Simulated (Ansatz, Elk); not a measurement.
**Bonding as seen by X-rays: TiSiW**

Structure refinements treat a crystal as free atoms side by side. For a made-up structure of TiSiW (cell and positions from a PBEsol relaxation) the runs below show what the calculated density changes in F(hkl).

Main program and level: Elk 11.2.3 (patched build); DFT, PBE, all-electron APW+lo, Dirac cores, scalar-relativistic bands, static density, no spin.

The structure was built from a prototype and need not be the compound's stable phase.

## (1) Set-up

It takes space group Cmcm (No. 63, orthorhombic). The conventional cell has a = 3.306 Å, b = 12.397 Å, c = 4.283 Å, α = 90.00°, β = 90.00°, γ = 90.00°. Nearest to W lie 6 Si at 2.61 to 2.74 Å and 2 W at 2.68 Å and 2 Ti at 2.70 Å. Nearest to Ti lie 4 Si at 2.63 to 2.75 Å and 2 W at 2.70 Å and 4 Ti at 2.72 Å. Nearest to Si lie 6 W at 2.61 to 2.74 Å and 4 Ti at 2.63 to 2.75 Å. Farther neighbours are not listed.

## (2) Ground state and structure factors

An all-electron density is needed, since X-rays see the cores too. Task 0 finds the density and task 195 Fourier-transforms it; tshift is off so that phases refer to the origin typed.

elk.in

```
tasks
  0
  195

xctype
  20

spinpol
  .false.

rgkmax
  7.0

gmaxvr
  14.0

lmaxo
  7

lmaxapw
  8

swidth
  0.002

tshift
  .false.

ramdisk
  .false.

hmaxvr
  5.5

maxscl
  120

epspot
  1e-06

sppath
  './'

avec
  3.12333503819 -11.71354294375 0.00000000000
  3.12333503819 11.71354294375 0.00000000000
  0.00000000000 0.00000000000 8.09431531244

atoms
  3
  'W.in'
  2
  0.0652174060 0.9347825940 0.7500000000   0.000000 0.000000 0.000000
  0.9347825940 0.0652174060 0.2500000000   0.000000 0.000000 0.000000
  'Ti.in'
  2
  0.7372570330 0.2627429670 0.7500000000   0.000000 0.000000 0.000000
  0.2627429670 0.7372570330 0.2500000000   0.000000 0.000000 0.000000
  'Si.in'
  2
  0.4022748682 0.5977251318 0.7500000000   0.000000 0.000000 0.000000
  0.5977251318 0.4022748682 0.2500000000   0.000000 0.000000 0.000000

ngridk
  7 7 5
```

Started as:

```sh
> OMP_NUM_THREADS=4 elk
```

Numbers of over 12 decimals in the logs are rounded to 6 here.

What it wrote:

```text
┌─────────────────────────┐
│ Elk code version 11.2.3 │
└─────────────────────────┘

All units are atomic (Hartree, Bohr, etc.)

┌─────────────────────────────────────────────────┐
│ Ground-state run starting from atomic densities │
└─────────────────────────────────────────────────┘

Lattice vectors :
   3.123335038      -11.71354294       0.000000000
   3.123335038       11.71354294       0.000000000
   0.000000000       0.000000000       8.094315312

Reciprocal lattice vectors :
   1.005845551     -0.2682017447       0.000000000
   1.005845551      0.2682017447      -0.000000000
  -0.000000000       0.000000000      0.7762466700

Unit cell volume      :    592.2662172
Brillouin zone volume :   0.4188154013

Muffin-tin inner radius fraction :   0.1000000000E-01

Nuclei treated as point charges

Species : 1 (W)
 parameters loaded from : W.in
 name : tungsten
 nuclear charge    :   -74.00000000
 electronic charge :    74.00000000
 atomic mass :    335119.8193
 muffin-tin radius :    2.510588378
 number of radial points in muffin-tin :   1393
 inner part over the whole radius :   0.9979983087E-02
 number on inner part of muffin-tin    :    997
 approximate nuclear radius :   0.1010025921E-03
 number of mesh points to nuclear radius :    523
 atomic positions (lattice), magnetic fields (Cartesian) :
  1 :   0.06521741 -0.06521741 -0.25000000    0.00000000  0.00000000  0.00000000
  2 :  -0.06521741  0.06521741  0.25000000    0.00000000  0.00000000  0.00000000

Species : 2 (Ti)
 parameters loaded from : Ti.in
 name : titanium
 nuclear charge    :   -22.00000000
 electronic charge :    22.00000000
 atomic mass :    87256.20317
 muffin-tin radius :    2.400000000
 number of radial points in muffin-tin :    993
 inner part over the whole radius :   0.9985722337E-02
 number on inner part of muffin-tin    :    699
 approximate nuclear radius :   0.6805665174E-04
 number of mesh points to nuclear radius :    325
 atomic positions (lattice), magnetic fields (Cartesian) :
  1 :  -0.26274297  0.26274297 -0.25000000    0.00000000  0.00000000  0.00000000
  2 :   0.26274297 -0.26274297  0.25000000    0.00000000  0.00000000  0.00000000

Species : 3 (Si)
 parameters loaded from : Si.in
 name : silicon
 nuclear charge    :   -14.00000000
 electronic charge :    14.00000000
 atomic mass :    51196.73458
 muffin-tin radius :    2.200000000
 number of radial points in muffin-tin :    793
 inner part over the whole radius :   0.9899632250E-02
 number on inner part of muffin-tin    :    553
 approximate nuclear radius :   0.5963282101E-04
 number of mesh points to nuclear radius :    246
 atomic positions (lattice), magnetic fields (Cartesian) :
  1 :   0.40227487 -0.40227487 -0.25000000    0.00000000  0.00000000  0.00000000
  2 :  -0.40227487  0.40227487  0.25000000    0.00000000  0.00000000  0.00000000

Total number of atoms per unit cell :    6
Total muffin-tin volume :    337.5861144
 ratio of muffin-tin to unit cell volume :   0.5699904952

Spin treatment :
 spin-unpolarised

Number of Bravais lattice symmetries :    8
Number of crystal symmetries         :    8
Crystal has inversion symmetry
Real symmetric eigensolver will be used

k-point grid :      7     7     5
k-point offset :    0.000000000       0.000000000       0.000000000
k-point set is reduced with full crystal symmetry group
Total number of k-points :       48

Muffin-tin radius times maximum |G+k| :    7.000000000
 using average radius
Maximum |G+k| for APW functions       :    2.953342098
Maximum (1/2)|G+k|²                   :    4.361114775
Maximum |G| for potential and density :    14.00000000
Constant for pseudocharge density :    9
 order of it for each species :   16  16  16
 order of it for pair densities of each species (exact exchange by exxq0 0: 17) :   11  10   8
Radial integration step length :    1

G-vector grid sizes :     56    56    40
Number of G-vectors :    27381

Maximum angular momentum used for
 APW functions            :    8
 outer part of muffin-tin :    7
[...]
exchange                    :     -764.41055170266
 correlation                 :     -12.105942487415
 electron entropic           :    -0.11390155825101E-02
 total energy                :     -34621.635631984

Density of states at Fermi energy :    84.17142830
 (states/Hartree/unit cell)

Estimated indirect band gap :   0.1716387213E-02
 from k-point 7 to k-point 21
Estimated direct band gap   :   0.4469399358E-02
 at k-point 42

Charges :
 core                        :    132.0000000
 valence                     :    88.00000000
 interstitial                :    10.31342086
 muffin-tins (core leakage)
  species : 1 (W)
[...]
species : 2 (Ti)
[...]
species : 3 (Si)
[...]
total in muffin-tins        :    209.6865791
 total calculated charge     :    219.9968741
 total charge                :    220.0000000
 error                       :   0.3125884455E-02

RMS change in Kohn-Sham potential (target) :   0.3902417786     (  0.1000000000E-05)
Absolute change in total energy (target)   :   0.5660968048     (  0.1000000000E-03)

[... loops 3 to 15 left out ...]

┌──────────────────┐
│ Loop number : 16 │
└──────────────────┘

Energies :
 Fermi                       :     0.422874
 sum of occupied eigenvalues :     -21092.302148431
 electron kinetic            :      38734.517769394
 core electron kinetic       :      37305.333363852
 Coulomb                     :     -72577.342688513
 Coulomb potential           :     -58811.724232892
 nuclear-nuclear             :     -3058.9834405118
 electron-nuclear            :     -80294.281066123
 Hartree                     :      10775.921818122
 Madelung                    :     -43171.480572066
 xc potential                :     -1015.0956849324
 exchange                    :     -765.08837382237
 correlation                 :     -12.106881398193
 electron entropic           :    -0.13444171990086E-02
 total energy                :     -34620.021518757

Density of states at Fermi energy :    101.0589757
 (states/Hartree/unit cell)

Estimated indirect band gap :   0.5841519325E-04
 from k-point 19 to k-point 31
Estimated direct band gap   :   0.8903480901E-02
 at k-point 10

Charges :
 core                        :    132.0000000
 valence                     :    88.00000000
 interstitial                :    9.889192484
 muffin-tins (core leakage)
  species : 1 (W)
[...]
species : 2 (Ti)
[...]
species : 3 (Si)
[...]
total in muffin-tins        :    210.1108075
 total calculated charge     :    219.9968986
 total charge                :    220.0000000
 error                       :   0.3101390190E-02

RMS change in Kohn-Sham potential (target) :   0.4516687309E-06 (  0.1000000000E-05)
Absolute change in total energy (target)   :   0.6325063441E-04 (  0.1000000000E-03)

Convergence targets achieved

┌──────────────────┐
│ Loop number : 17 │
└──────────────────┘

Energies :
 Fermi                       :     0.422874
 sum of occupied eigenvalues :     -21092.302182451
 electron kinetic            :      38734.517773462
 core electron kinetic       :      37305.333368578
 Coulomb                     :     -72577.342701746
 Coulomb potential           :     -58811.724255087
 nuclear-nuclear             :     -3058.9834405118
 electron-nuclear            :     -80294.281072300
 Hartree                     :      10775.921811066
 Madelung                    :     -43171.480574202
 xc potential                :     -1015.0957008260
 exchange                    :     -765.08837422987
 correlation                 :     -12.106881380816
 electron entropic           :    -0.13444171123413E-02
 total energy                :     -34620.021528311

Density of states at Fermi energy :    101.0589810
 (states/Hartree/unit cell)

Estimated indirect band gap :   0.5841181197E-04
 from k-point 19 to k-point 31
Estimated direct band gap   :   0.8903475005E-02
 at k-point 10

Charges :
 core                        :    132.0000000
 valence                     :    88.00000000
 interstitial                :    9.889192126
 muffin-tins (core leakage)
  species : 1 (W)
[...]
species : 2 (Ti)
[...]
atom 2                    :    20.56552914     ( -0.2204190732E-06)
  species : 3 (Si)
   atom 1                    :    12.34415874     (  0.1359174264E-02)
   atom 2                    :    12.34415874     (  0.1359174264E-02)
 total in muffin-tins        :    210.1108079
 total calculated charge     :    219.9968986
 total charge                :    220.0000000
 error                       :   0.3101390393E-02

┌──────────────────────────────┐
│ Self-consistent loop stopped │
└──────────────────────────────┘

Warning : core states of species 3 leak from the muffin-tin :   0.1359174264E-02

Wrote STATE.OUT
```

It took 92 s on 4 threads of Intel Xeon Platinum 8259CL at 2.50GHz (Skylake/Cascade Lake), shared host; peak memory 0.26 GiB; 4.9 min of CPU time.

SFACRHO.OUT:

```text

h k l indices transformed by vhmat matrix:
   1.000000000       0.000000000       0.000000000    
   0.000000000       1.000000000       0.000000000    
   0.000000000       0.000000000       1.000000000    

      h      k      l  multipl.   |H|            Re(F)            Im(F)           |F|

      0      0      0      1   0.0000000       220.00000      0.39778613E-16   220.00000    
      1     -1      0      2  0.53640349       65.531056      0.24658035E-13   65.531056    
      0      0      1      2  0.77624667      0.11419981E-13  -0.0000000      0.11419981E-13
      1     -1     -1      2  0.94355053      -82.551141     -0.24658035E-13   82.551141    
     -1      1     -1      2  0.94355053       82.551141     -0.25171744E-13   82.551141    
      0      1      0      4   1.0409887       100.26426     -0.41096724E-13   100.26426    
      2     -2      0      2   1.0728070       7.6233070     -0.82193449E-14   7.6233070    
     -1      2      0      4   1.2880663       55.166861     -0.24658035E-13   55.166861    
      0      1     -1      4   1.2985439       29.269804     -0.15411272E-13   29.269804    
      1      0     -1      4   1.2985439      -29.269804      0.10274181E-13   29.269804    
     -2      2     -1      2   1.3241879       101.99888     -0.55480578E-13   101.99888    
     -2      2      1      2   1.3241879      -101.99888      0.53425742E-13   101.99888    
      1     -2      1      4   1.5038862       160.89631      0.61645087E-13   160.89631    
      1     -2     -1      4   1.5038862      -160.89631     -0.49316069E-13   160.89631    
      0      0     -2      2   1.5524933      -167.58971      0.15775483E-15   167.58971    
     -3      3      0      2   1.6092105      -133.01379      0.57535414E-13   133.01379    
     -1      1     -2      2   1.6425481      -57.684670      0.16438690E-13   57.684670    
      1     -1     -2      2   1.6425481      -57.684670     -0.82193449E-14   57.684670
```

Elk indexes on the primitive cell of elk.in and gives |H| = 4π sin θ/λ in inverse bohr. Below, one row stands for each form hkl of the conventional cell (m members, Friedel mates merged), F is for one primitive cell and the density is static (no thermal factor). Free-atom factors are Waasmaier and Kirfel's, and R is Σm||F|−|F'||/Σm|F|.

```
hkl  m  sin θ/λ (Å⁻¹)  abs F, DFT  neutral atoms   diff.
020  2          0.081      65.531         65.842  -0.311
001  2          0.117       0.000          0.000  +0.000
021  4          0.142      82.551         82.606  -0.055
110  4          0.157     100.264        100.323  -0.059
040  2          0.161       7.623          7.610  +0.013
130  4          0.194      55.167         55.132  +0.035
111  8          0.195      29.270         29.037  +0.232
041  4          0.199     101.999        102.422  -0.423
131  8          0.226     160.896        161.683  -0.787
002  2          0.234     167.590        168.554  -0.964
060  2          0.242     133.014        133.982  -0.968
022  4          0.247      57.685         57.844  -0.160
150  4          0.252      47.473         47.831  -0.358
061  4          0.269      94.135         94.693  -0.557
```

## (3) The highest occupied states alone

An energy window below the Fermi level keeps the highest occupied states, to see at which angles they scatter; shallow core shells can lie inside it and anion s states outside. No new self-consistency is needed.

elk.in: that of step 2 with these lines changed.

```diff
@@ -1,3 +1,2 @@
 tasks
-  0
   195
@@ -40,2 +39,5 @@
 
+wsfac
+  -0.128370 0.722870
+
 sppath
```

Started as:

```sh
> OMP_NUM_THREADS=4 elk
```

What it wrote:

```text
┌─────────────────────────────────┐
│ Elk code version 11.2.3 started │
└─────────────────────────────────┘

Info(readinput): the functional depends on the density's gradient
 muffin-tin radial points multiplied by    2.00000
 (not where nrmtscf is given)

┌────────────────────┐
│ Current task : 195 │
└────────────────────┘
Info(checkmt): changed muffin-tin radius of species 1 (W) from   2.8000 to   2.5106

Info(sfacrho): density structure factors written to SFACRHO.OUT

 Energy window :  -0.1283700000      0.7228700000

┌──────────────────┐
│ Elk code stopped │
└──────────────────┘
```

It took 17 s on 4 threads; peak memory 0.17 GiB.

States within 15 eV below the Fermi level hold 28.00 electrons; any levels below the window count with the cores. Their amplitudes can exceed the total, where window and core parts have opposite phase:

```
hkl  sin θ/λ (Å⁻¹)  abs F, window  abs F, all
020          0.081          2.163      65.531
001          0.117          0.000       0.000
021          0.142          1.153      82.551
110          0.157          1.407     100.264
040          0.161          0.536       7.623
130          0.194          1.571      55.167
111          0.195          0.135      29.270
041          0.199          0.495     101.999
131          0.226          2.625     160.896
002          0.234          2.264     167.590
```

## (4) Another functional

The difference from free atoms is small, so it is set against the change that LDA (Perdew-Wang) makes.

elk.in: that of step 3 with these lines changed.

```diff
@@ -1,2 +1,3 @@
 tasks
+  0
   195
@@ -4,3 +5,3 @@
 xctype
-  20
+  3
 
@@ -39,5 +40,2 @@
 
-wsfac
-  -0.128370 0.722870
-
 sppath
```

Started as:

```sh
> OMP_NUM_THREADS=4 elk
```

What it wrote:

```text
┌─────────────────────────┐
│ Elk code version 11.2.3 │
└─────────────────────────┘

All units are atomic (Hartree, Bohr, etc.)

┌─────────────────────────────────────────────────┐
│ Ground-state run starting from atomic densities │
└─────────────────────────────────────────────────┘

Lattice vectors :
   3.123335038      -11.71354294       0.000000000
   3.123335038       11.71354294       0.000000000
   0.000000000       0.000000000       8.094315312

Reciprocal lattice vectors :
   1.005845551     -0.2682017447       0.000000000
[...]
species : 1 (W)
[...]
species : 2 (Ti)
[...]
species : 3 (Si)
   atom 1                    :    12.35037387     (  0.1386625330E-02)
   atom 2                    :    12.35037387     (  0.1386625330E-02)
 total in muffin-tins        :    210.2213014
 total calculated charge     :    219.9968361
 total charge                :    220.0000000
 error                       :   0.3163945162E-02

┌──────────────────────────────┐
│ Self-consistent loop stopped │
└──────────────────────────────┘

Warning : core states of species 3 leak from the muffin-tin :   0.1386625330E-02

Wrote STATE.OUT
[key lines of the parts left out:]
total energy                :     -34595.604169918
```

It took 52 s on 4 threads; peak memory 0.19 GiB.

Against the first run R = 0.03 %; the largest change is -0.061 at 062.

## (5) A coarser k-mesh

About half the k-points along each axis test the sampling.

elk.in: that of step 4 with these lines changed.

```diff
@@ -5,3 +5,3 @@
 xctype
-  3
+  20
 
@@ -64,2 +64,2 @@
 ngridk
-  7 7 5
+  4 4 2
```

Started as:

```sh
> OMP_NUM_THREADS=4 elk
```

What it wrote:

```text
┌─────────────────────────┐
│ Elk code version 11.2.3 │
└─────────────────────────┘

All units are atomic (Hartree, Bohr, etc.)

┌─────────────────────────────────────────────────┐
│ Ground-state run starting from atomic densities │
└─────────────────────────────────────────────────┘

Lattice vectors :
   3.123335038      -11.71354294       0.000000000
   3.123335038       11.71354294       0.000000000
   0.000000000       0.000000000       8.094315312

Reciprocal lattice vectors :
   1.005845551     -0.2682017447       0.000000000
[...]
species : 1 (W)
[...]
species : 2 (Ti)
[...]
species : 3 (Si)
   atom 1                    :    12.34861386     (  0.1360908173E-02)
   atom 2                    :    12.34861386     (  0.1360908173E-02)
 total in muffin-tins        :    210.1267940
 total calculated charge     :    219.9969381
 total charge                :    220.0000000
 error                       :   0.3061907949E-02

┌──────────────────────────────┐
│ Self-consistent loop stopped │
└──────────────────────────────┘

Warning : core states of species 3 leak from the muffin-tin :   0.1360908173E-02

Wrote STATE.OUT
[key lines of the parts left out:]
total energy                :     -34620.025942917
```

Run time: 51 s. Hardware: 4 threads; peak memory 0.26 GiB; 1.9 min of CPU time.

Against the first run R = 0.02 %; the largest change is +0.079 at 002.

## (6) Settings against the effect

```
              run  R against the first run (%)  R against neutral atoms, low angle (%)  wall time
    PBE, rgkmax 7                         0.00                                    0.42       92 s
LDA (Perdew-Wang)                         0.03                                    0.42       52 s
     k-mesh 4×4×2                         0.02                                    0.42       51 s
```

## (7) What came out

```json
{
 "R against neutral atoms, sin θ/λ < 0.3 Å⁻¹": "0.42 %",
 "R against neutral atoms, 0.3 to 0.66 Å⁻¹": "0.17 %"
}
```

In words: Independent neutral atoms miss the calculated amplitudes by R = 0.42 % below 0.3 Å⁻¹ and 0.17 % from there to 0.66 Å⁻¹; by shells, 0.18 % below 0.15 Å⁻¹ (2 forms), 0.44 % 0.15 to 0.3 (14 forms), 0.13 % 0.3 to 0.45 (30 forms), 0.18 % above 0.45 (96 forms). Bonding, aspherical density and the tables' own atoms all enter these figures, and the runs don't part them. The largest change of an amplitude is -0.97 electrons, at 060. The window's part falls from 28.0 electrons at the origin to at most 0.32 between 0.45 and 0.66 Å⁻¹. Below 0.3 Å⁻¹ the changes that finished (LDA (Perdew-Wang) and k-mesh 4×4×2) move F by R = 0.02 % at most, against the 0.42 % that separates it from free atoms. The basis has no finished test. These runs have no spin, though d or f shells may be open. Spin-orbit coupling is left out, which can matter for elements this heavy. Part of the difference isn't bonding: the tables are fits to free atoms and ions calculated by other methods than this functional. Thermal motion, anomalous dispersion and extinction are left out.

[Logs are printed without paths, hosts, clocks, repeated set-up lines and the standing remarks that a program may print on its own settings, such as how far it seeks lower states.]

[Hosts, paths, dates, database ids (printed as entryN), source tags and the programs' standing remarks are cut or masked in the printed files.]
